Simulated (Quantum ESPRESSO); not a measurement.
## Projected density of states of magnetic Ti2FeS4 (Heideite)

Aim: the densities of states of Ti2FeS4 (Heideite) in the lowest state of several starts.

Main program and level: Quantum ESPRESSO 7.5; PBEsol; plane waves with GBRV 1.5 PBEsol potentials, no spin-orbit coupling.

The database entry behind the starting cell has ideal inner coordinates that were not refined, so it need not match the best structure at ambient conditions.

### Step 1. Set-up

Symmetry: C2/m, No. 12, monoclinic system. The conventional cell has a = 13.340 Å, b = 3.437 Å, c = 5.953 Å, α = 90.00°, β = 116.40°, γ = 90.00°. Ti has 6 S at 2.48 Å nearest. Fe has 6 S at 2.48 to 2.49 Å nearest. S has 3 Ti at 2.48 Å and 2 Fe at 2.48 Å nearest. Nearest to S lie 3 Ti at 2.48 Å and 1 Fe at 2.49 Å. Farther neighbours and most contacts between anions are not listed.

The cell comes from the Crystallography Open Database.

### Step 2. Ground-state run

This state came out lowest in a comparison of starts that is told elsewhere.

File pw.in:

```
&CONTROL
  calculation = 'scf'
  prefix = 'pwscf'
  outdir = './tmp'
  pseudo_dir = './pseudo'
  disk_io = 'low'
/
&SYSTEM
  ibrav = 0
  celldm(1) = 8
  nat = 7
  ntyp = 3
  ecutwfc = 40
  ecutrho = 280
  nbnd = 50
  occupations = 'smearing'
  smearing = 'fd'
  degauss = 0.00367493
  nspin = 2
  starting_magnetization(1) = 0.0833
  starting_magnetization(2) = 0.25
  starting_magnetization(3) = 0
/
&ELECTRONS
  conv_thr = 1.4d-08
  electron_maxstep = 150
  mixing_beta = 0.3
/
ATOMIC_SPECIES
Ti     47.8670 ti_pbesol_v1.4.uspp.F.UPF
Fe     55.8450 fe_pbesol_v1.5.uspp.F.UPF
S      32.0600 s_pbesol_v1.4.uspp.F.UPF
CELL_PARAMETERS alat
   1.5755106154370   -0.4059367931462    0.0000000000000
   1.5755106154370    0.4059367931462    0.0000000000000
  -0.6253371129641    0.0000000000000    1.2594962122191
ATOMIC_POSITIONS crystal
Ti      0.2500000000    0.2500000000    0.2500000000
Ti      0.7500000000    0.7500000000    0.7500000000
Fe      0.0000000000    0.0000000000    0.0000000000
S       0.3750000000    0.3750000000    0.0416700000
S       0.6250000000    0.6250000000    0.9583300000
S       0.8750000000    0.8750000000    0.5416700000
S       0.1250000000    0.1250000000    0.4583300000
K_POINTS automatic
6 6 6 0 0 0
```

Run with:

```console
OMP_NUM_THREADS=1 mpirun -n 8 pw.x -nk 8 -in pw.in > pw.out
```

The program printed:

```text
Program PWSCF v.7.5 starts

     Message from routine setup:
     using ibrav=0 with symmetry is DISCOURAGED, use correct ibrav instead

     K-points division:     npool     =       8
     Subspace diagonalization in iterative solution of the eigenvalue problem:

     bravais-lattice index     =            0
     lattice parameter (alat)  =       8.0000  a.u.
     unit-cell volume          =     824.8530 (a.u.)^3
     number of atoms/cell      =            7
     number of atomic types    =            3
     number of electrons       =        64.00
     number of Kohn-Sham states=           50
     kinetic-energy cutoff     =      40.0000  Ry
     charge density cutoff     =     280.0000  Ry
     scf convergence threshold =      1.4E-08
     mixing beta               =       0.3000
     number of iterations used =            8  plain     mixing
     Exchange-correlation= SLA  PW   PSX  PSC
                           (   1   4  10   8   0   0   0)

     celldm(1)=   8.000000  celldm(2)=   0.000000  celldm(3)=   0.000000
     celldm(4)=   0.000000  celldm(5)=   0.000000  celldm(6)=   0.000000

     crystal axes: (cart. coord. in units of alat)
               a(1) = (   1.575511  -0.405937   0.000000 )
               a(2) = (   1.575511   0.405937   0.000000 )
               a(3) = (  -0.625337   0.000000   1.259496 )

     reciprocal axes: (cart. coord. in units 2 pi/alat)
               b(1) = (  0.317357 -1.231719  0.157567 )
               b(2) = (  0.317357  1.231719  0.157567 )
               b(3) = ( -0.000000  0.000000  0.793968 )

     PseudoPot. # 1 for Ti read from file:
     ti_pbesol_v1.4.uspp.F.UPF
     Pseudo is Ultrasoft + core correction, Zval = 12.0

     PseudoPot. # 2 for Fe read from file:
     fe_pbesol_v1.5.uspp.F.UPF
     Pseudo is Ultrasoft + core correction, Zval = 16.0

     PseudoPot. # 3 for S  read from file:
     s_pbesol_v1.4.uspp.F.UPF
     Pseudo is Ultrasoft + core correction, Zval =  6.0

     atomic species   valence    mass     pseudopotential
     Ti               12.00    47.86700     Ti( 1.00)
     Fe               16.00    55.84500     Fe( 1.00)
     S                 6.00    32.06000     S ( 1.00)

     Starting magnetic structure
     atomic species   magnetization
     Ti              0.083
     Fe              0.250
     S               0.000

      4 Sym. Ops., with inversion, found

   Cartesian axes

     site n.     atom                  positions (alat units)
         1        Ti     tau(   1) = (   0.6314210   0.0000000   0.3148741  )
         2        Ti     tau(   2) = (   1.8942631   0.0000000   0.9446222  )
         3        Fe     tau(   3) = (   0.0000000   0.0000000   0.0000000  )
         4        S      tau(   4) = (   1.1555752   0.0000000   0.0524832  )
         5        S      tau(   5) = (   1.3701090  -0.0000000   1.2070130  )
         6        S      tau(   6) = (   2.4184172   0.0000000   0.6822313  )
         7        S      tau(   7) = (   0.1072669   0.0000000   0.5772649  )

     number of k points=    68  Fermi-Dirac smearing, width (Ry)=  0.0037
                       cart. coord. in units 2pi/alat
        k(    1) = (   0.0000000   0.0000000   0.0000000), wk =   0.0046296
        k(    2) = (   0.0000000   0.0000000   0.1323280), wk =   0.0092593
        k(    3) = (   0.0000000   0.0000000   0.2646561), wk =   0.0092593
        k(    4) = (   0.0000000   0.0000000  -0.3969841), wk =   0.0046296
        k(    5) = (   0.0528929   0.2052865   0.0262612), wk =   0.0185185
        [... 63 further k-points ...]

     Dense  grid:    65303 G-vectors     FFT dimensions: (  72,  72,  60)

     Smooth grid:    28193 G-vectors     FFT dimensions: (  54,  54,  45)

     Check: negative core charge=   -0.000014
     Generating pointlists ...
     new r_m :   0.2418 (alat units)  1.9343 (a.u.) for type    1
     new r_m :   0.2419 (alat units)  1.9352 (a.u.) for type    2
     new r_m :   0.2418 (alat units)  1.9343 (a.u.) for type    3

     Initial potential from superposition of free atoms

     starting charge      60.9998, renormalised to      64.0000

     negative rho (up, down):  1.422E-03 1.201E-03
     Starting wfcs are   49 randomized atomic wfcs +    1 random wfcs

     Self-consistent Calculation

     iteration #  1     ecut=    40.00 Ry     beta= 0.30
     Davidson diagonalization with overlap
     ethr =  1.00E-02,  avg # of iterations =  5.3

     negative rho (up, down):  9.747E-04 1.069E-03

     total energy              =    -580.73725400 Ry
     estimated scf accuracy    <      10.35691124 Ry

     total magnetization       =     3.66 Bohr mag/cell
     absolute magnetization    =     3.95 Bohr mag/cell

     iteration #  2     ecut=    40.00 Ry     beta= 0.30
     Davidson diagonalization with overlap
     ethr =  1.00E-02,  avg # of iterations =  2.7

     negative rho (up, down):  1.073E-03 1.160E-03

     total energy              =    -584.63961733 Ry
     estimated scf accuracy    <      33.52116153 Ry

     total magnetization       =     0.18 Bohr mag/cell
     absolute magnetization    =     0.43 Bohr mag/cell

     [... further iterations left out ...]

     iteration # 18     ecut=    40.00 Ry     beta= 0.30
     Davidson diagonalization with overlap
     ethr =  8.89E-11,  avg # of iterations =  2.5

     negative rho (up, down):  1.142E-03 7.438E-04

     total energy              =    -585.13031881 Ry
     estimated scf accuracy    <       0.00000004 Ry

     total magnetization       =     2.51 Bohr mag/cell
     absolute magnetization    =     3.86 Bohr mag/cell

     iteration # 19     ecut=    40.00 Ry     beta= 0.30
     Davidson diagonalization with overlap
     ethr =  5.70E-11,  avg # of iterations =  1.7

     negative rho (up, down):  1.142E-03 7.440E-04

     Magnetic moment per site  (integrated on atomic sphere of radius R)
     atom   1 (R=0.242)  charge=  9.7378  magn= -0.2369
     atom   2 (R=0.242)  charge=  9.7378  magn= -0.2369
     atom   3 (R=0.242)  charge= 14.2388  magn=  2.8509
     atom   4 (R=0.242)  charge=  4.3428  magn=  0.0547
     atom   5 (R=0.242)  charge=  4.3428  magn=  0.0547
     atom   6 (R=0.242)  charge=  4.3025  magn=  0.0415
     atom   7 (R=0.242)  charge=  4.3025  magn=  0.0415

     End of self-consistent calculation

     Number of k-points >= 100: set verbosity='high' to print the bands.

     the Fermi energy is     9.8801 ev

!    total energy              =    -585.13031883 Ry
     estimated scf accuracy    <          4.8E-09 Ry
     smearing contrib. (-TS)   =      -0.00371048 Ry
     internal energy E=F+TS    =    -585.12660834 Ry

     The total energy is F=E-TS. E is the sum of the following terms:
     one-electron contribution =    -319.41062988 Ry
     hartree contribution      =     182.95043619 Ry
     xc contribution           =     -98.16556825 Ry
     ewald contribution        =    -350.50084640 Ry

     total magnetization       =     2.51 Bohr mag/cell
     absolute magnetization    =     3.86 Bohr mag/cell

     convergence has been achieved in  19 iterations

=------------------------------------------------------------------------------=
   JOB DONE.
=------------------------------------------------------------------------------=
```

Elapsed: 3.4 min, on 8 MPI ranks of Arm Neoverse V1, shared host; peak memory 1.7 GiB.

Spin moment in the atom's sphere by atom:

```csv
atom,spin moment in the atom's sphere (μB)
Ti1,-0.24
Ti2,-0.24
Fe3,2.85
S4,0.05
S5,0.05
S6,0.04
S7,0.04
```

Numbers from this step:

```
smearing term TS       : 0.05048 eV
magnetization          : 2.512 μB
absolute magnetization : 3.864 μB
final state            : ferrimagnetic
```

The typed signs were not kept.

### Step 3. Projected density of states

File projwfc.in:

```
&PROJWFC
  prefix = 'pwscf'
  outdir = './tmp'
  filpdos = 'pdos'
  ngauss = 0
  degauss = 0.01
  DeltaE = 0.05
  Emin = 0.88
  Emax = 14.88
/
```

Run with:

```console
OMP_NUM_THREADS=1 mpirun -n 8 projwfc.x -nk 8 -in projwfc.in > projwfc.out
```

The program printed:

```text
[banner, memory and clock lines left out]
Program PROJWFC v.7.5 starts

     [... lines left out ...]
     IMPORTANT: XC functional enforced from input :
     Exchange-correlation= PBESOL
                           (   1   4  10   8   0   0   0)
     Any further DFT definition will be discarded
     Please, verify this is what you really want

     G-vector sticks info

     Check: negative core charge=   -0.000014

     negative rho (up, down):  1.142E-03 7.440E-04

     Gaussian broadening (read from input): ngauss,degauss=   0    0.010000

     Calling projwave ....

  Problem Sizes
  natomwfc =           49
  nbnd     =           50
  nkstot   =          136
  npwx     =         3560
  nkb      =          126

     Atomic states used for projection
     (read from pseudopotential files):

     state #   1: atom   1 (Ti ), wfc  1 (l=0 m= 1)
     state #   2: atom   1 (Ti ), wfc  2 (l=1 m= 1)
     state #   3: atom   1 (Ti ), wfc  2 (l=1 m= 2)
     state #   4: atom   1 (Ti ), wfc  2 (l=1 m= 3)
     state #   5: atom   1 (Ti ), wfc  3 (l=0 m= 1)
     state #   6: atom   1 (Ti ), wfc  4 (l=2 m= 1)
     state #   7: atom   1 (Ti ), wfc  4 (l=2 m= 2)
     state #   8: atom   1 (Ti ), wfc  4 (l=2 m= 3)
     state #   9: atom   1 (Ti ), wfc  4 (l=2 m= 4)
     state #  10: atom   1 (Ti ), wfc  4 (l=2 m= 5)
     state #  11: atom   2 (Ti ), wfc  1 (l=0 m= 1)
     state #  12: atom   2 (Ti ), wfc  2 (l=1 m= 1)
     state #  13: atom   2 (Ti ), wfc  2 (l=1 m= 2)
     state #  14: atom   2 (Ti ), wfc  2 (l=1 m= 3)
     state #  15: atom   2 (Ti ), wfc  3 (l=0 m= 1)
     state #  16: atom   2 (Ti ), wfc  4 (l=2 m= 1)
     state #  17: atom   2 (Ti ), wfc  4 (l=2 m= 2)
     state #  18: atom   2 (Ti ), wfc  4 (l=2 m= 3)
     state #  19: atom   2 (Ti ), wfc  4 (l=2 m= 4)
     state #  20: atom   2 (Ti ), wfc  4 (l=2 m= 5)
     state #  21: atom   3 (Fe ), wfc  1 (l=0 m= 1)
     state #  22: atom   3 (Fe ), wfc  2 (l=1 m= 1)
     state #  23: atom   3 (Fe ), wfc  2 (l=1 m= 2)
     state #  24: atom   3 (Fe ), wfc  2 (l=1 m= 3)
     state #  25: atom   3 (Fe ), wfc  3 (l=2 m= 1)
     state #  26: atom   3 (Fe ), wfc  3 (l=2 m= 2)
     state #  27: atom   3 (Fe ), wfc  3 (l=2 m= 3)
     state #  28: atom   3 (Fe ), wfc  3 (l=2 m= 4)
     state #  29: atom   3 (Fe ), wfc  3 (l=2 m= 5)
     state #  30: atom   3 (Fe ), wfc  4 (l=0 m= 1)
     state #  31: atom   3 (Fe ), wfc  5 (l=1 m= 1)
     state #  32: atom   3 (Fe ), wfc  5 (l=1 m= 2)
     state #  33: atom   3 (Fe ), wfc  5 (l=1 m= 3)
     state #  34: atom   4 (S  ), wfc  1 (l=0 m= 1)
     state #  35: atom   4 (S  ), wfc  2 (l=1 m= 1)
     state #  36: atom   4 (S  ), wfc  2 (l=1 m= 2)
     state #  37: atom   4 (S  ), wfc  2 (l=1 m= 3)
     state #  38: atom   5 (S  ), wfc  1 (l=0 m= 1)
     state #  39: atom   5 (S  ), wfc  2 (l=1 m= 1)
     state #  40: atom   5 (S  ), wfc  2 (l=1 m= 2)
     state #  41: atom   5 (S  ), wfc  2 (l=1 m= 3)
     state #  42: atom   6 (S  ), wfc  1 (l=0 m= 1)
     state #  43: atom   6 (S  ), wfc  2 (l=1 m= 1)
     state #  44: atom   6 (S  ), wfc  2 (l=1 m= 2)
     state #  45: atom   6 (S  ), wfc  2 (l=1 m= 3)
     state #  46: atom   7 (S  ), wfc  1 (l=0 m= 1)
     state #  47: atom   7 (S  ), wfc  2 (l=1 m= 1)
     state #  48: atom   7 (S  ), wfc  2 (l=1 m= 2)
     state #  49: atom   7 (S  ), wfc  2 (l=1 m= 3)

 [... projections of the bands left out ...]

Lowdin Charges:

     Atom #   1: total charge =  10.9229, s =  2.4828, p =  5.9925, d =  2.4476,
                 spin up      =   5.2995, s =  1.2402,
                 spin up      =   5.2995, p =  2.9964, pz=  0.9988, px=  0.9988, py=  0.9988,
                 spin up      =   5.2995, d =  1.0629, dz2=  0.1799, dxz=  0.2201, dyz=  0.2500, dx2-y2=  0.2079, dxy=  0.2048,
                 spin down    =   5.6234, s =  1.2425,
                 spin down    =   5.6234, p =  2.9961, pz=  0.9987, px=  0.9986, py=  0.9987,
                 spin down    =   5.6234, d =  1.3848, dz2=  0.2718, dxz=  0.2895, dyz=  0.2600, dx2-y2=  0.2831, dxy=  0.2803,
                 polarization =  -0.3238, s = -0.0023, p =  0.0003, d = -0.3219,
     Atom #   2: total charge =  10.9229, s =  2.4828, p =  5.9925, d =  2.4476,
                 spin up      =   5.2995, s =  1.2402,
                 spin up      =   5.2995, p =  2.9964, pz=  0.9988, px=  0.9988, py=  0.9988,
                 spin up      =   5.2995, d =  1.0629, dz2=  0.1799, dxz=  0.2201, dyz=  0.2500, dx2-y2=  0.2079, dxy=  0.2048,
                 spin down    =   5.6234, s =  1.2425,
                 spin down    =   5.6234, p =  2.9961, pz=  0.9987, px=  0.9986, py=  0.9987,
                 spin down    =   5.6234, d =  1.3848, dz2=  0.2718, dxz=  0.2895, dyz=  0.2600, dx2-y2=  0.2831, dxy=  0.2803,
                 polarization =  -0.3238, s = -0.0023, p =  0.0003, d = -0.3219,
     Atom #   3: total charge =  16.2597, s =  2.4903, p =  7.3066, d =  6.4628,
                 spin up      =   9.6190, s =  1.2565,
                 spin up      =   9.6190, p =  3.6555, pz=  1.2211, px=  1.2371, py=  1.1973,
                 spin up      =   9.6190, d =  4.7071, dz2=  0.9207, dxz=  0.9463, dyz=  0.9653, dx2-y2=  0.9496, dxy=  0.9251,
                 spin down    =   6.6407, s =  1.2339,
                 spin down    =   6.6407, p =  3.6512, pz=  1.2201, px=  1.2353, py=  1.1957,
                 spin down    =   6.6407, d =  1.7557, dz2=  0.2351, dxz=  0.4105, dyz=  0.4509, dx2-y2=  0.3965, dxy=  0.2628,
                 polarization =   2.9783, s =  0.0226, p =  0.0043, d =  2.9514,
     Atom #   4: total charge =   6.2444, s =  1.6938, p =  4.5505, d =  0.0000,
                 spin up      =   3.1569, s =  0.8517,
                 spin up      =   3.1569, p =  2.3053, pz=  0.8109, px=  0.7478, py=  0.7465,
                 spin up      =   3.1569, d =  0.0000, dz2=  0.0000, dxz=  0.0000, dyz=  0.0000, dx2-y2=  0.0000, dxy=  0.0000,
                 spin down    =   3.0874, s =  0.8422,
                 spin down    =   3.0874, p =  2.2453, pz=  0.7843, px=  0.7340, py=  0.7270,
                 spin down    =   3.0874, d =  0.0000, dz2=  0.0000, dxz=  0.0000, dyz=  0.0000, dx2-y2=  0.0000, dxy=  0.0000,
                 polarization =   0.0695, s =  0.0095, p =  0.0600, d =  0.0000,
     Atom #   5: total charge =   6.2444, s =  1.6938, p =  4.5505, d =  0.0000,
                 spin up      =   3.1569, s =  0.8517,
                 spin up      =   3.1569, p =  2.3053, pz=  0.8109, px=  0.7478, py=  0.7465,
                 spin up      =   3.1569, d =  0.0000, dz2=  0.0000, dxz=  0.0000, dyz=  0.0000, dx2-y2=  0.0000, dxy=  0.0000,
                 spin down    =   3.0874, s =  0.8422,
                 spin down    =   3.0874, p =  2.2453, pz=  0.7843, px=  0.7340, py=  0.7270,
                 spin down    =   3.0874, d =  0.0000, dz2=  0.0000, dxz=  0.0000, dyz=  0.0000, dx2-y2=  0.0000, dxy=  0.0000,
                 polarization =   0.0695, s =  0.0095, p =  0.0600, d =  0.0000,
     Atom #   6: total charge =   6.3711, s =  1.7696, p =  4.6015, d =  0.0000,
                 spin up      =   3.2149, s =  0.8879,
                 spin up      =   3.2149, p =  2.3271, pz=  0.7319, px=  0.7997, py=  0.7954,
                 spin up      =   3.2149, d =  0.0000, dz2=  0.0000, dxz=  0.0000, dyz=  0.0000, dx2-y2=  0.0000, dxy=  0.0000,
                 spin down    =   3.1561, s =  0.8817,
                 spin down    =   3.1561, p =  2.2744, pz=  0.7258, px=  0.7736, py=  0.7750,
                 spin down    =   3.1561, d =  0.0000, dz2=  0.0000, dxz=  0.0000, dyz=  0.0000, dx2-y2=  0.0000, dxy=  0.0000,
                 polarization =   0.0588, s =  0.0061, p =  0.0527, d =  0.0000,
     Atom #   7: total charge =   6.3711, s =  1.7696, p =  4.6015, d =  0.0000,
                 spin up      =   3.2149, s =  0.8879,
                 spin up      =   3.2149, p =  2.3271, pz=  0.7319, px=  0.7997, py=  0.7954,
                 spin up      =   3.2149, d =  0.0000, dz2=  0.0000, dxz=  0.0000, dyz=  0.0000, dx2-y2=  0.0000, dxy=  0.0000,
                 spin down    =   3.1561, s =  0.8817,
                 spin down    =   3.1561, p =  2.2744, pz=  0.7258, px=  0.7736, py=  0.7750,
                 spin down    =   3.1561, d =  0.0000, dz2=  0.0000, dxz=  0.0000, dyz=  0.0000, dx2-y2=  0.0000, dxy=  0.0000,
                 polarization =   0.0588, s =  0.0061, p =  0.0527, d =  0.0000,
     Spilling Parameter:   0.0104
```

Wall time 3.7 s (8 MPI ranks); peak memory 0.7 GiB.

The density of states has structure finer than the step of the table below, so its rows give means over 0.5 eV, whole bins alone (the curve runs from -9.00 to 5.05 eV). Peaks (eV: height): up -4.40: 5.33, -2.95: 4.49, -2.30: 5.4, 1.70: 4.59; down -3.85: 5.01, -0.05: 5.34, 1.45: 6.9, 2.50: 4.12; Ti1 d up -3.10: 0.351, 1.70: 2.05, 2.45: 1.34; Ti1 d down -3.85: 0.377, 1.45: 2.36, 2.50: 1.18; Fe3 d up -4.45: 1.47, -2.30: 3.29.

Gaussian broadening of 0.136 eV on the SCF mesh. The density of states by energy, zero at the Fermi level; means over each step; 7 of 8 lines; values in states/eV/cell:

```csv
energy (eV),up,down,Ti1 d up,Ti1 d down,Fe3 d up,Fe3 d down,S4 p up
-7.5,1.0e-5,0,0,0,0,0,0
-7.0,0.0919,0.0247,0.00217,6.6e-4,0.00297,2.5e-4,0.0244
-6.5,0.827,0.559,0.0228,0.0170,0.0328,0.00802,0.219
-6.0,1.93,1.83,0.0652,0.0698,0.0893,0.0256,0.471
-5.5,2.08,1.83,0.0670,0.0726,0.189,0.0418,0.421
-5.0,2.68,2.53,0.105,0.112,0.348,0.0686,0.510
-4.5,4.29,2.08,0.186,0.120,1.12,0.0677,0.766
-4.0,3.09,4.28,0.159,0.307,0.441,0.260,0.486
-3.5,2.72,3.41,0.190,0.262,0.439,0.226,0.299
-3.0,4.21,3.25,0.324,0.315,1.10,0.102,0.379
-2.5,4.01,2.39,0.208,0.172,2.10,0.118,0.249
-2.0,3.12,1.30,0.162,0.0992,1.56,0.0899,0.202
-1.5,2.14,0.504,0.153,0.0489,0.852,0.0659,0.191
-1.0,2.19,1.13,0.180,0.247,0.852,0.353,0.226
-0.5,0.737,2.03,0.0900,0.477,0.200,0.718,0.0863
0.0,1.09,4.46,0.355,0.737,0.0886,2.44,0.0358
0.5,2.53,3.58,0.946,0.728,0.115,1.57,0.0710
1.0,2.90,4.86,1.13,1.47,0.0766,1.18,0.0902
1.5,4.35,5.26,1.89,1.68,0.0439,1.17,0.0797
2.0,1.87,1.29,0.738,0.318,0.0147,0.308,0.0452
2.5,3.64,3.32,1.15,0.945,0.0518,0.287,0.181
3.0,2.72,3.05,0.831,0.813,0.0387,0.287,0.158
3.5,0.795,1.04,0.253,0.290,0.00653,0.0771,0.0415
4.0,0.240,0.168,0.0266,0.0123,8.9e-4,0.00224,0.00815
4.5,0.798,0.427,0.0497,0.0197,0.00268,0.00476,0.0276
```

### Step 4. Outcome

```yaml
state: ferrimagnetic
largest_moment_in_a_sphere: 2.85 μB
```

Distinct peaks of the density of states (up) stand at -4.40, -2.95, -2.30, 1.70 and 2.45 eV; the one at -2.30 eV is strongest. These are Kohn–Sham states without spin–orbit coupling, on the mesh of the self-consistent run. No Hubbard term acts here. In such compounds local and semilocal functionals without one often delocalise the d electrons, and can shrink or lose moments and miss the size, sign and order of the couplings.

[Logs and program files are shortened in this print: banners, set-up blocks, solver, clock and traceback lines can be left out without a mark of their own.]

[Logs are printed without paths, hosts, clocks, repeated set-up lines and the standing remarks that a program may print on its own settings, such as how far it seeks lower states.]

[Hosts, paths, dates, database ids (printed as entryN), source tags and the programs' standing remarks are cut or masked in the printed files.]

[Where a cell is said to come from a database of computed structures, the database is the Materials Project.]
